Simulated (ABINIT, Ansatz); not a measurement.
# CdH2 (Fm-3m): zone-centre phonons

Which modes does CdH2 (Fm-3m) have at the zone centre?

Program: ABINIT 10.8.3. Level of theory: DFT LDA, scalar-relativistic, plane waves, PseudoDojo stringent norm-conserving pseudopotentials. Results are calculated unless marked as measured.

This is a report of a sequence of runs, with most program output left out.

The structure was built from a prototype and need not be the compound's stable phase.

**1. The starting structure**

It takes space group Fm-3m (No. 225, cubic). Conventional cell: a = 4.967 Å, b = 4.967 Å, c = 4.967 Å, α = 90.00°, β = 90.00°, γ = 90.00°. Cd has 8 H at 2.15 Å nearest. Nearest to H lie 4 Cd at 2.15 Å. Farther neighbours are not listed.

Structure file:

```cif
data_structure
_symmetry_space_group_name_H-M 'P 1'
_symmetry_Int_Tables_number 1
_cell_length_a 3.5122
_cell_length_b 3.5122
_cell_length_c 3.5122
_cell_angle_alpha 60.000
_cell_angle_beta 60.000
_cell_angle_gamma 60.000
_cell_volume 30.64
loop_
_atom_site_label
_atom_site_type_symbol
_atom_site_fract_x
_atom_site_fract_y
_atom_site_fract_z
_atom_site_occupancy
Cd1 Cd 0.00000 0.00000 0.00000 1
H2 H 0.75000 0.75000 0.75000 1
H3 H 0.25000 0.25000 0.25000 1
```

**2. Relaxing the cell and atoms**

The harmonic expansion needs vanishing forces, and a free crystal bears no stress, so cell and atoms are brought to rest. Stress is more sensitive to the basis than forces are: the last 3 Ha under the cutoff are smoothed with ecutsm.

The starting cell comes from a relaxation made beforehand in Ansatz (LDA, PseudoDojo NC).

relax.abi reads:

```
# relaxation
ionmov 2
optcell 2
dilatmx 1.08
ntime 40
tolmxf 1.0d-05
tolvrs 1.0d-14
prtwf 0
prtden 0
chksymtnons 0

# basis, mesh and filling
ecut 57.0
ecutsm 3.0
ngkpt 10 10 10
nshiftk 1
shiftk 0.0 0.0 0.0
istwfk *1
occopt 3
tsmear 0.01
nband 18
nstep 100
diemac 1000000.0
prtebands 0
prtgsr 0
useylm 1

# cell and atoms
acell 3*1.0 Angstrom
rprim 
    -2.483494611 0.0 2.483494611
    0.0 2.483494611 2.483494611
    -2.483494611 2.483494611 0.0
ntypat 2
znucl 48 1
natom 3
typat 1 2 2
xred 
    0.0 0.0 0.0
    0.75 0.75 0.75
    0.25 0.25 0.25
pp_dirpath "./pseudo"
pseudos "Cd.upf, H.upf"
```

On the command line:

```
$ OMP_NUM_THREADS=1 mpirun -n 4 abinit relax.abi > relax.log
```

The job ended after 92 s (4 MPI ranks of Intel Xeon Platinum 8488C (Sapphire Rapids), shared host).

Little changed from the start: no atom moved by 0.005 Å and no cell edge by 0.1 %.

Read from the output:

| Property | Result |
| --- | --- |
| volume per atom | 10.21 Å³ |
| pressure | -1.78e-6 GPa |
| gap on the k-mesh | 0 eV |

**3. Self-consistent run for the response**

First-order wavefunctions inherit every error of the ground state, hence the very tight tolvrs. ecutsm is kept as in the relaxation, so that the cell stays at rest. Occupations are smeared.

gs.abi reads:

```
# ground state
tolvrs 1.0d-16
prtden 1
prtwf 1

# basis, mesh and filling
ecut 57.0
ecutsm 3.0
ngkpt 12 12 12
nshiftk 1
shiftk 0.0 0.0 0.0
istwfk *1
occopt 3
tsmear 0.01
nband 18
nstep 100
diemac 1000000.0
prtebands 0
prtgsr 0
useylm 1

# cell and atoms
acell 3*1.0 Angstrom
rprim 
    -2.483571339 0.0 2.483571339
    0.0 2.483571339 2.483571339
    -2.483571339 2.483571339 0.0
ntypat 2
znucl 48 1
natom 3
typat 1 2 2
xred 
    0.0 0.0 0.0
    0.75 0.75 0.75
    0.25 0.25 0.25
pp_dirpath "./pseudo"
pseudos "Cd.upf, H.upf"
```

On the command line:

```
$ OMP_NUM_THREADS=1 mpirun -n 4 abinit gs.abi > gs.log
```

Elapsed: 56 s, on 4 MPI ranks.

Read from the output:

```yaml
pressure: -0.01697 GPa
```

The cell stands at -0.017 GPa, close enough for phonons.

**4. Zone-centre response**

At q = 0 one unit cell holds all displacements. The response is solved for single atoms along the cell's directions, and symmetry skips those that follow from others. The crystal is treated as a metal, which screens a static field, so no field response is asked.

dfpt_gamma.abi reads:

```

# common to the responses
getwfk_filepath "gso_WFK"
kptopt 2
nqpt 1
qpt 0.0 0.0 0.0
asr 0
chneut 0

# displacements
rfphon 1
rfatpol 1 3
rfdir 1 1 1
tolvrs 1.0d-10
prtwf 0

# basis, mesh and filling
ecut 57.0
ecutsm 3.0
ngkpt 12 12 12
nshiftk 1
shiftk 0.0 0.0 0.0
istwfk *1
occopt 3
tsmear 0.01
nband 18
nstep 100
diemac 1000000.0
prtebands 0
prtgsr 0
useylm 1

# cell and atoms
acell 3*1.0 Angstrom
rprim 
    -2.483571339 0.0 2.483571339
    0.0 2.483571339 2.483571339
    -2.483571339 2.483571339 0.0
ntypat 2
znucl 48 1
natom 3
typat 1 2 2
xred 
    0.0 0.0 0.0
    0.75 0.75 0.75
    0.25 0.25 0.25
pp_dirpath "./pseudo"
pseudos "Cd.upf, H.upf"
```

On the command line:

```
$ OMP_NUM_THREADS=1 mpirun -n 4 abinit dfpt_gamma.abi > dfpt_gamma.log
```

Elapsed: 7.4 min, on 4 MPI ranks; 29 min of CPU time.

This step gave:

```yaml
largest_acoustic_frequency_at_the_zone_centre_before_the_sum_rule: 3.1 cm⁻¹
highest_optical_zone_centre_mode_no_lo_to_term: 682.0 cm⁻¹
lowest_optical_zone_centre_mode: -160.0 cm⁻¹
```

The acoustic modes at Γ come out as far as 3.1 cm⁻¹ from zero, where they should vanish, a small numerical error. The lowest optical mode is imaginary, 160i cm⁻¹, an instability at this level and on this k mesh.

**5. Modes with the sum rule**

anaddb reads the merged derivatives and imposes the acoustic sum rule.

anaddb.abi reads:

```
ddb_filepath "gamma_DDB"
output_file "anaddb.abo"
outdata_prefix "anaddb"
asr 1
chneut 1
enunit 2
eivec 1
nph1l 1
qph1l 0.0 0.0 0.0 1.0
```

mrgddb.in reads:

```
gamma_DDB
merged
2
dfpt_gammao_DDB
gso_DDB
```

On the command line:

```
$ mrgddb < mrgddb.in > mrgddb.log
$ OMP_NUM_THREADS=1 anaddb anaddb.abi > anaddb.log
```

Elapsed: 0.62 s, on 1 thread.

Numbers from this step:

```
lowest optical zone-centre mode : -159.8 cm⁻¹
```

No LO-TO term; unit eigenvectors of the mass-weighted matrix, from anaddb's displacements. The modes at Γ (shares of kinetic energy by element, %) (negative means imaginary):

```csv
mode,frequency (cm⁻¹),symmetry,Cd %,H %
1,-159.8,T1u,2,98
2,-159.8,T1u,2,98
3,-159.8,T1u,2,98
4,0.0,acoustic,98,2
5,0.0,acoustic,98,2
6,0.0,acoustic,98,2
7,682.0,T2g,0,100
8,682.0,T2g,0,100
9,682.0,T2g,0,100
```

Displacements in mode 1 (-159.8 cm⁻¹), the largest set to 1:
```
Cd1  0.00  0.00  0.02
H2   0.00  0.00 -1.00
H3   0.00  0.00 -1.00
```

Displacements in mode 7 (682.0 cm⁻¹), the largest set to 1:
```
Cd1  0.00  0.00  0.00
H2   0.00  0.00 -1.00
H3   0.00  0.00  1.00
```

The rule moves no optical mode by more than 0.2 cm⁻¹.

**6. Outcome**

```yaml
space_group_after_relaxation: Fm-3m
volume_per_atom: 10.2 Å³
highest_optical_zone_centre_mode_no_lo_to_term: 682.0 cm⁻¹
lowest_optical_zone_centre_mode: -159.8 cm⁻¹
imaginary_optical_modes_at_the_zone_centre_no_q_mesh_in_this_session: yes
```

**Reading.** At the LDA level the optical modes of CdH2 (Fm-3m) at the zone centre run from 160i to 682 cm⁻¹, so the structure is a saddle point, with 3 modes beyond 10i cm⁻¹ there. These are harmonic frequencies: anharmonic shifts and widths and the lattice's thermal expansion are left out. The Fermi-Dirac smearing of 0.01 Ha is an electronic temperature of 3158 K, which adds a pressure of its own and can shift the volume and soft modes. In a metal the frequencies hang on the k mesh and the smearing, most of all near Kohn anomalies. The structure is a hypothetical one, built on a prototype.

[Host names and launcher messages were left out of these logs when they were recorded.]

[Logs are printed without paths, hosts, clocks, repeated set-up lines and the standing remarks that a program may print on its own settings, such as how far it seeks lower states.]

[Hosts, paths, dates, database ids (printed as entryN), source tags and the programs' standing remarks are cut or masked in the printed files.]
